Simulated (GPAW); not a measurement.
# Dielectric function and optical constants of BP

Aim: the dielectric function of BP, and the optical constants that follow from it.

Method: DFT, PBE, plane-wave PAW (GPAW data sets), scalar-relativistic, RPA, optical limit, in GPAW 26.7.0.

### Step 1. The starting structure

It takes space group F-43m (No. 216, cubic). Conventional cell: a = 4.538 Å, b = 4.538 Å, c = 4.538 Å, α = 90.00°, β = 90.00°, γ = 90.00°. Nearest to P lie 4 B at 1.97 Å. B has 4 P at 1.97 Å nearest. Farther neighbours are not listed.

### Step 2. Ground state

First the ground state: is it a metal or has it a gap?

This step: DFT, PBE, plane-wave PAW (GPAW data sets), scalar-relativistic, ground state (GPAW 26.7.0).

Input file gs.py:

```python
from ase import Atoms
from ase.dft.bandgap import bandgap
from gpaw import GPAW, PW, FermiDirac

atoms = Atoms(['P', 'B'],
              cell=[[0.000000000000, 2.269000000000, 2.269000000000],
                    [2.269000000000, 0.000000000000, 2.269000000000],
                    [2.269000000000, 2.269000000000, 0.000000000000]],
              scaled_positions=[[0.750000000000, 0.750000000000, 0.750000000000],
                                [0.000000000000, 0.000000000000, 0.000000000000]],
              pbc=[True, True, True])
atoms.calc = GPAW(mode=PW(500), xc='PBE', kpts={'size': (8, 8, 8), 'gamma': True},
                  occupations=FermiDirac(0.05), maxiter=150, txt='gs.txt')
print('energy (eV)', atoms.get_potential_energy())
print('Fermi level (eV)', atoms.calc.get_fermi_level())
print('valence electrons', atoms.calc.get_number_of_electrons())
print('gap (eV)', bandgap(atoms.calc, output=None)[0])
print('direct gap (eV)', bandgap(atoms.calc, direct=True, output=None)[0])
atoms.calc.write('gs.gpw')
```

Launch:

```
$ OMP_NUM_THREADS=1 python gs.py
```

Numbers of over 12 decimals in the logs are rounded to 6 here.

Output:

```text
__  _  _
 | _ |_)|_||  |
 |__||  | ||/\| - 26.7.0

Versions:
  Python: 3.12.14
  ASE:    3.29.0
  Numpy:  2.5.5
  Scipy:  1.18.1
  Libxc:  7.0.0

Input parameters:
  mode=PW(ecut=500.0),
  kpts=MonkhorstPack(size=(8, 8, 8), gamma=True),
  maxiter=150,
  occupations=Occupations(name='fermi-dirac', width=0.05, fixmagmom=False),
  xc=XC(name='PBE')

Diagonalizing LCAO Hamiltonian
Converting LCAO to pw mode

                  P

       B

Atoms  # Å, Bohr magnetons
|   | symbol |        x |        y |        z |    initial magnetic moments |
| 0 |      P | 3.403500 | 3.403500 | 3.403500 | ( 0.0000,  0.0000,  0.0000) |
| 1 |      B | 0.000000 | 0.000000 | 0.000000 | ( 0.0000,  0.0000,  0.0000) |

Unit cell  # Å
| periodic |        x |        y |        z |  lengths |    angles |
|      yes | 0.000000 | 2.269000 | 2.269000 | 3.208851 | 60.000000 |
|      yes | 2.269000 | 0.000000 | 2.269000 | 3.208851 | 60.000000 |
|      yes | 2.269000 | 2.269000 | 0.000000 | 3.208851 | 60.000000 |

Number of symmetries: 24
Symmetry operations  # r_c * U_cc + t_c -> r_c
|    | kind |            matrix            |
|  0 |  E   |  1, 0, 0,  0, 1, 0,  0, 0, 1 |
|  1 |  σ   |  1, 0, 0,  0, 0, 1,  0, 1, 0 |
|  2 |  σ   |  1, 0,-1,  0, 1,-1,  0, 0,-1 |
|  3 |  C3  |  1, 0,-1,  0, 0,-1,  0, 1,-1 |
|  4 |  C3  |  1,-1, 0,  0,-1, 1,  0,-1, 0 |
|  5 |  σ   |  1,-1, 0,  0,-1, 0,  0,-1, 1 |
|  6 |  σ   |  0, 1, 0,  1, 0, 0,  0, 0, 1 |
|  7 |  C3  |  0, 1, 0,  0, 0, 1,  1, 0, 0 |
|  8 |  C2  |  0, 1,-1,  1, 0,-1,  0, 0,-1 |
|  9 |  S4  |  0, 1,-1,  0, 0,-1,  1, 0,-1 |
| 10 |  C3  |  0, 0, 1,  1, 0, 0,  0, 1, 0 |
| 11 |  σ   |  0, 0, 1,  0, 1, 0,  1, 0, 0 |
| 12 |  S4  |  0, 0,-1,  1, 0,-1,  0, 1,-1 |
| 13 |  C3  |  0, 0,-1,  0, 1,-1,  1, 0,-1 |
| 14 |  S4  |  0,-1, 1,  1,-1, 0,  0,-1, 0 |
| 15 |  C2  |  0,-1, 1,  0,-1, 0,  1,-1, 0 |
| 16 |  C3  |  0,-1, 0,  1,-1, 0,  0,-1, 1 |
| 17 |  S4  |  0,-1, 0,  0,-1, 1,  1,-1, 0 |
| 18 |  S4  | -1, 1, 0, -1, 0, 1, -1, 0, 0 |
| 19 |  C3  | -1, 1, 0, -1, 0, 0, -1, 0, 1 |
| 20 |  C3  | -1, 0, 1, -1, 1, 0, -1, 0, 0 |
| 21 |  S4  | -1, 0, 1, -1, 0, 0, -1, 1, 0 |
| 22 |  σ   | -1, 0, 0, -1, 1, 0, -1, 0, 1 |
| 23 |  C2  | -1, 0, 0, -1, 0, 1, -1, 1, 0 |

BZ-sampling:
  Number of BZ points: 512
  Number of IBZ points: 29

  Monkhorst-Pack size: [8, 8, 8]
  Monkhorst-Pack shift: [0.0625, 0.0625, 0.0625]

K-points  # in reciprocal-cell coordinates
|     |                                coordinates |     weight |
|   0 | (  0.00000000,   0.00000000,   0.00000000) | 0.00195312 |
|   1 | (  0.12500000,   0.12500000,   0.00000000) | 0.01171875 |
|   2 | (  0.12500000,   0.12500000,   0.12500000) | 0.01562500 |
|   3 | (  0.25000000,   0.12500000,   0.12500000) | 0.02343750 |
|   4 | (  0.25000000,   0.25000000,   0.00000000) | 0.01171875 |
|   5 | (  0.25000000,   0.25000000,   0.12500000) | 0.04687500 |
|   6 | (  0.25000000,   0.25000000,   0.25000000) | 0.01562500 |
|   7 | (  0.37500000,   0.25000000,  -0.37500000) | 0.04687500 |
|   8 | (  0.37500000,   0.25000000,   0.12500000) | 0.04687500 |
|   9 | (  0.37500000,   0.25000000,   0.25000000) | 0.04687500 |
| ... |                                            |            |
|  28 | (  0.50000000,   0.50000000,   0.50000000) | 0.00781250 |

Plane wave coefficients: 609
Cutoff: 500.0 eV

Spin-components: 1 (collinear spins)
Bands:           8
Projectors:      10
Spin-degeneracy: 2
Datatype:        complex128

Parallelization:
  kpt:    1
  domain: 1
  band:   1

Density:
  Valence electrons: 8.0
  Components: 1
  Grid points: [18 18 18]
  Charge: 0.0  # |e|

Potential:
  Grid points: [18 18 18]

species:
  P:
    name:    Phosphorus
    id:
    Z:       15.0
    valence: 5
    core:    10
    charge:  0.0  # [|e|]
    compensation charges:
      type: gauss
      rc: 0.30  # [Å]
      lmax: 2
    cutoffs:
      filter: 1.69  # [Å]
      core: 1.81  # [Å]
    projectors
    | kind |    occ | energy [eV] | rcut [Å] |
    |   3s |  2.000 |     -13.968 |    0.953 |
    |   3p |  3.000 |      -5.506 |    0.953 |
    |    s |        |      13.244 |    0.953 |
    |    p |        |      21.705 |    0.953 |
    |    d |        |       0.000 |    0.953 |

    Using partial waves for P as LCAO basis

  B:
    name:    Boron
    id:
    Z:       5.0
    valence: 3
    core:    2
    charge:  0.0  # [|e|]
    compensation charges:
      type: gauss
      rc: 0.20  # [Å]
      lmax: 2
    cutoffs:
      filter: 1.14  # [Å]
      core: 1.38  # [Å]
    projectors
    | kind |    occ | energy [eV] | rcut [Å] |
    |   2s |  2.000 |      -9.443 |    0.635 |
    |   2p |  1.000 |      -3.606 |    0.635 |
    |    s |        |      17.768 |    0.635 |
    |    p |        |      23.605 |    0.635 |
    |    d |        |       0.000 |    0.635 |

    Using partial waves for B as LCAO basis

Reference energy: -9972.403226  # eV

eigensolver:
  PPCG
  Converge bands: occupied
  niter=2

density mixing:
  MSR1-Mixer
  Pratt-step length: 0.05
  Maximum mixing coefficient: 0.75
  Old densities: 10
  SVD Regularization: 0.005
  Good broyden scale: 1.0
  Trust region scale: 1.0
  Backstep threshold: 4.0
  History deletion threshold: 6.0
  Fourier metric: weight=20.0, sigma=0.015

occupation numbers:
  Fermi-Dirac:
    width: 0.0500  # eV

poisson solver:
  ecut: 4000.0  # eV

xc functional:
  name: PBE with 2 nearest neighbor stencil

convergence criteria:
- Maximum [total energy] change in last 3 cyles: 0.0005 eV / valence electron
- Maximum integral of absolute [dens]ity change: 0.0001 electrons / valence electron
- Maximum integral of absolute [eigenst]ate change: 4e-08 eV^2 / valence electron
maximum number of iterations: 150

SCF iterations
|iter     |      energy | eigst |  dens |
|iter:   1||  -13.491365 | +0.12 |       |
|iter:   2||  -13.380906 | -1.98 | -0.71 |
|iter:   3||  -12.885250 | -1.28 | -0.75 |
|iter:   4||  -12.879828 | -2.87 | -1.43 |
|iter:   5||  -12.879948 | -3.86 | -1.93 |
|iter:   6||  -12.879977c| -5.34 | -2.61 |
|iter:   7||  -12.879977c| -6.93 | -3.73 |
|iter:   8||  -12.879977c| -8.31c| -4.29c|

Converged in 8 steps
SCF loop duration: 3.420 s (0.427 s/step)
Energy contributions relative to reference atoms: (reference = -9972.403226)

Energy contributions:
  Kinetic:          13.610563
  Coulomb:         -11.852883
  Zero:             -0.029393
  External:          0.000000
  Xc:              -14.608264
  Entropy:          -0.000000
  Spinorbit:         0.000000
  ----------------------------
  Free energy:     -12.879977
  Extrapolated:    -12.879977

dipole moment: (-3.344662, -3.344662, -3.344662)  # |e|*Ang

Fermi level: 8.828
Eigenvalues  # (at kpt = [0.000, 0.000, 0.000])
| band index |      eig [eV] | occ [0-2] |
|          0 |        -7.248 |     2.000 |
|          1 |         8.211 |     2.000 |
|          2 |         8.211 |     2.000 |
|          3 |         8.211 |     2.000 |
|          4 |        11.617 |     0.000 |
|          5 |        11.617 |     0.000 |
|          6 |        11.617 |     0.000 |
|          7 |        15.608 |     0.000 |

Gap: 1.276 eV
Transition (v -> c):
  (s=0, k=0, n=3, [0.00, 0.00, 0.00]) -> (s=0, k=12, n=4, [0.38, 0.38, 0.00])
Direct/indirect transitions are different
Direct gap: 3.405 eV
Transition at: (s=0, k=0, n=3, [0.00, 0.00, 0.00])

--- standard output ---
energy (eV) -12.879977
Fermi level (eV) 8.828232
valence electrons 8.0
gap (eV) 1.275588
direct gap (eV) 3.405497
```

Run time: 4.8 s. Hardware: 1 thread of Arm Neoverse V1, shared host; peak memory 0.12 GiB.

This step gave:

```
energy                 : -12.88 eV
Fermi energy           : 8.828 eV
gap on the k-mesh      : 1.276 eV
direct gap on the mesh : 3.405 eV
electrons              : 8
```

There is a gap, 1.28 eV on this mesh (points off the mesh can give less), so no carriers' term is needed.

### Step 3. Bands for the response

The response needs many more empty bands than the density does.

This step: DFT, PBE, plane-wave PAW (GPAW data sets), scalar-relativistic, bands at fixed density (GPAW 26.7.0).

Input file nscf.py:

```python
from ase.dft.bandgap import bandgap
from gpaw import GPAW, FermiDirac

calc = GPAW('gs.gpw').fixed_density(kpts={'size': (13, 13, 13), 'gamma': True}, nbands=24, convergence={'bands': 18},
                                    occupations=FermiDirac(0.001), txt='nscf.txt')
print('gap (eV)', bandgap(calc, output=None)[0])
print('direct gap (eV)', bandgap(calc, direct=True, output=None)[0])
print('top band over the Fermi level (eV)', min(calc.get_eigenvalues(kpt=k)[17] for k in range(len(calc.get_ibz_k_points()))) - calc.get_fermi_level())
calc.write('full.gpw', mode='all')
```

Launch:

```
$ OMP_NUM_THREADS=1 python nscf.py
```

Output:

```text
Diagonalizing LCAO Hamiltonian
Converting LCAO to pw mode
convergence criteria:
- Maximum integral of absolute [eigenst]ate change: 4e-08 eV^2 / valence electron
maximum number of iterations: 150

SCF iterations
|iter     |      energy | eigst |  dens |
|iter:   1||             | +3.07 |       |
|iter:   2||             | +1.33 |       |
|iter:   3||             | -1.06 |       |
|iter:   4||             | -2.77 |       |
|iter:   5||             | -4.70 |       |
|iter:   6||             | -6.23 |       |
|iter:   7||             | -7.45c|       |
SCF steps: 7
  __  _  _
 | _ |_)|_||  |
 |__||  | ||/\| - 26.7.0

Versions:
  Python: 3.12.14
  ASE:    3.29.0
  Numpy:  2.5.5
  Scipy:  1.18.1
  Libxc:  7.0.0

Input parameters:
  mode=PW(ecut=500.0),
  convergence={'bands': 18},
  gpts=array([18, 18, 18]),
  kpts=MonkhorstPack(size=(13, 13, 13), gamma=True),
  maxiter=150,
  nbands=24,
  occupations=Occupations(name='fermi-dirac', width=0.001, fixmagmom=False),
  parallel={},
  xc=XC(name='PBE')

--- standard output ---
gap (eV) 1.260535
direct gap (eV) 3.405497
top band over the Fermi level (eV) 26.155038
```

Run time: 22 s. Hardware: 1 thread; peak memory 0.16 GiB.

Read-outs, printed or worked out from the files:

- gap on the k-mesh: 1.261 eV

### Step 4. Dielectric function, RPA

Transitions between filled and empty bands, summed over the zone, give the optical response, so mesh, band count and broadening shape it.

The induced potential is part of this response.

This step: DFT, PBE, plane-wave PAW (GPAW data sets), scalar-relativistic, RPA, optical limit (GPAW 26.7.0).

Input file df.py:

```python
from gpaw.response.df import DielectricFunction

df = DielectricFunction('full.gpw', frequencies={'type': 'nonlinear', 'domega0': 0.03, 'omega2': 8},
                        ecut=50,
                        eta=0.15,
                        nbands=18,
                        txt='df.txt')
for direction in ['x']:
    df.get_dielectric_function(xc='RPA', direction=direction, filename=f'df_{direction}.csv')
```

Launch:

```
$ OMP_NUM_THREADS=1 python df.py
```

Output:

```text
Using integrator: PointIntegrator
NonLinearFrequencyDescriptor(from 0.000 to 46.898 eV, 457 points)
Nonperiodic BCs:  [False False False]
Using integrator: PointIntegrator
NonLinearFrequencyDescriptor(from 0.000 to 46.898 eV, 457 points)
Nonperiodic BCs:  [False False False]

Calculating chi0 body with:
    Ground state adapter containing:
    Number of spins: 1
    Number of kpoints: 2197
    Number of irreducible kpoints: 84
    Number of completely occupied states: 4
    Number of partially occupied states: 4

    Linear response parametrization:
    q_c: [0.0, 0.0, 0.0]
    Number of frequency points: 457
    Planewave cutoff: 50.0
    Number of bands: 18
    Number of planewaves: 15
    Broadening (eta): 0.15

Integrating chi0 body.

Symmetries of q_c:
    Direct symmetries (Uq -> q): 24
    Indirect symmetries (TUq -> q): 24
In total 48 allowed symmetries.

84 groups of equivalent kpoints. 96.176604% reduction.

Integral kind: spectral function

Calculating chi0 optical extensions with:
    Ground state adapter containing:
    Number of spins: 1
    Number of kpoints: 2197
    Number of irreducible kpoints: 84
    Number of completely occupied states: 4
    Number of partially occupied states: 4

    Linear response parametrization:
    Number of frequency points: 457
    Planewave cutoff: 50.0
    Number of bands: 18
    Number of planewaves: 15
    Broadening (eta): 0.15
Integrating chi0 head and wings.

Symmetries of q_c:
    Direct symmetries (Uq -> q): 24
    Indirect symmetries (TUq -> q): 24
In total 48 allowed symmetries.

84 groups of equivalent kpoints. 96.176604% reduction.

Integral kind: spectral function wings
```

The job ended after 4 s (1 thread; peak memory 0.2 GiB).

Read-outs, printed or worked out from the files:

- electronic dielectric constant ε∞, mean over x, y and z (by symmetry where fewer were run): 8.938
- main peak of Im epsilon, first axis: 5.762 eV

Some rows of df_x.csv (energy; Re and Im without local fields; Re and Im with them):

```text
0.000000, 9.423825, -0.000000, 8.937669, 0.000000
0.429336, 9.469543, 0.032269, 8.979968, 0.029854
0.878195, 9.619312, 0.068972, 9.118509, 0.063789
1.347938, 9.903403, 0.114969, 9.381182, 0.106268
1.840057, 10.378125, 0.179800, 9.819786, 0.166039
2.356191, 11.158725, 0.287382, 10.540181, 0.265031
2.898142, 12.540661, 0.532684, 11.813489, 0.490383
3.467895, 15.102629, 1.916260, 14.164242, 1.761487
4.067647, 15.467362, 5.161485, 14.502769, 4.748102
4.699832, 16.973579, 10.150282, 15.903863, 9.253795
5.367152, 20.942036, 19.624232, 19.412410, 17.589745
6.072622, -1.508673, 19.209911, -1.161960, 17.734922
6.819608, -10.445543, 17.374774, -8.989949, 17.345711
7.611886, -7.953977, 6.466181, -7.495030, 6.598253
8.453705, -3.080851, 5.611815, -2.769254, 5.133485
9.349861, -4.761781, 5.083517, -4.180975, 5.129216
10.305790, -3.888509, 2.294699, -3.675504, 2.375530
11.327680, -2.325167, 2.183432, -2.046099, 2.154161
12.422601, -2.570926, 1.505191, -2.395424, 1.640759
13.598673, -1.634200, 1.088402, -1.456462, 1.146899
```

The Im ε, E ∥ x has structure finer than the step of the table below, so its rows give means over 0.5 eV, whole bins alone (the curve runs from 0 to 14.0 eV). Peaks (eV: height): 5.77: 30.0, 6.60: 23.8.

Values under the direct gap are tails of Lorentzian lines. Im ε, E ∥ x against photon energy; means over each step:

| photon energy (eV) | Im ε, E ∥ x |
| --- | --- |
| 0.5 | 0.0351 |
| 1.0 | 0.0743 |
| 1.5 | 0.123 |
| 2.0 | 0.193 |
| 2.5 | 0.311 |
| 3.0 | 0.615 |
| 3.5 | 2.14 |
| 4.0 | 4.80 |
| 4.5 | 7.29 |
| 5.0 | 10.7 |
| 5.5 | 22.3 |
| 6.0 | 22.1 |
| 6.5 | 21.0 |
| 7.0 | 14.5 |
| 7.5 | 8.33 |
| 8.0 | 5.52 |
| 8.5 | 5.34 |
| 9.0 | 6.04 |
| 9.5 | 4.68 |
| 10.0 | 3.14 |
| 10.5 | 2.03 |
| 11.0 | 2.14 |
| 11.5 | 2.21 |
| 12.0 | 2.20 |
| 12.5 | 1.59 |
| 13.0 | 1.28 |
| 13.5 | 1.15 |

(Part 1 of 2 ends here.)

[Machine, clock and banner lines and Python warnings are left out of the logs.]

[Logs are printed without paths, hosts, clocks, repeated set-up lines and the standing remarks that a program may print on its own settings, such as how far it seeks lower states.]

[Hosts, paths, dates, database ids (printed as entryN), source tags and the programs' standing remarks are cut or masked in the printed files.]
